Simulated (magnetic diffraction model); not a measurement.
# Magnetic neutron pattern of Ho3Ga4Ag3B4

Space group Immm (no. 71), a = 4.1850 Å, b = 8.9160 Å, c = 12.1370 Å.

```csv
site,atom,x,y,z
4i,Ho,1/2,1/2,0.2979
2c,Ho,1/2,1/2,0
4g,Ag,0,0.1900,0
2b,Ag,1/2,0,0
8l,Ga,1/2,0.2255,0.1433
8l,B,0,0.6375,0.8426
```

This is a made-up structure (elements placed in a structure type, unrelaxed), so the numbers test the method and describe no known phase.

Only Ho is taken to order (form factors of Ho3+); orders and moment sizes are assumed, and not adapted to the symmetry. Radiation: neutrons of λ = 4.2 Å (absorption by B left out), 8° to 90°; isotropic B of 0.42 Å² (Ho), 0.53 Å² (Ag), 0.79 Å² (Ga) and 1.23 Å² (B). Simulated constant-wavelength pattern: nuclear and magnetic terms add, the magnetic one as |2.695 fm × Σ f S⊥ exp(2πi Q·r) exp(−B s²)|², summed over all Q at one angle with the factor 1/(sin²θ cos θ). For collinear order S is the moment m, which repeats by lattice and centring translations R with the sign exp(−2πi k·R). Free-ion form factors, Sears's scattering lengths of 1992, no absorption; a label names one of the reflections at its angle. The strongest nuclear line in the range is 100, and lines under 0.2 are left out.

Assume the order k = (1/2 0 1/2), collinear moments along [111], 8.1 μB on Ho; signs + at (1/2, 1/2, 0.2979), + at (1/2, 1/2, 0.7021), − at (1/2, 1/2, 0).

Q: Where does magnetic intensity appear, and how strong is it?

```tsv
2θ (°)	index	nuclear	magnetic
30.78	(1/2 0 1/2)	0.0	3870.2
33.99	(0 1 1)	26.4	0.0
40.49	(0 0 2)	11.1	0.0
41.57	(1/2 1 -1/2)	0.0	4998.9
42.32	(1/2 0 -3/2)	0.0	966.8
51.06	(1/2 1 3/2)	0.0	813.3
56.21	(0 2 0)	100.0	0.0
60.01	(1/2 0 5/2)	0.0	725.5
64.12	(1 0 1)	26.3	0.0
65.46	(1/2 2 1/2)	0.0	1775.2
67.11	(1/2 1 -5/2)	0.0	2414.1
67.33	(1 1 0)	32.7	0.0
69.50	(0 1 3)	1.5	0.0
72.81	(1/2 2 -3/2)	0.0	640.0
81.61	(1 1 2)	0.4	0.0
81.92	(1/2 0 -7/2)	0.0	201.5
86.78	(1/2 2 5/2)	0.0	1178.2
87.59	(0 0 4)	45.0	0.0
88.30	(1/2 1 7/2)	0.0	216.1
```

The strongest magnetic line in the range is (1/2 1 -1/2) at 41.57° (4998.9). On top of the Lorentz factor, which all lines share, magnetic lines fade with angle because f falls: for Ho3+ it is 0.96, 0.85, 0.71 and 0.44 at sin θ/λ = 0.1, 0.2, 0.3 and 0.5 Å⁻¹, while nuclear lengths stay constant. The order has no net moment.

[Logs are printed without paths, hosts, clocks, repeated set-up lines and the standing remarks that a program may print on its own settings, such as how far it seeks lower states.]
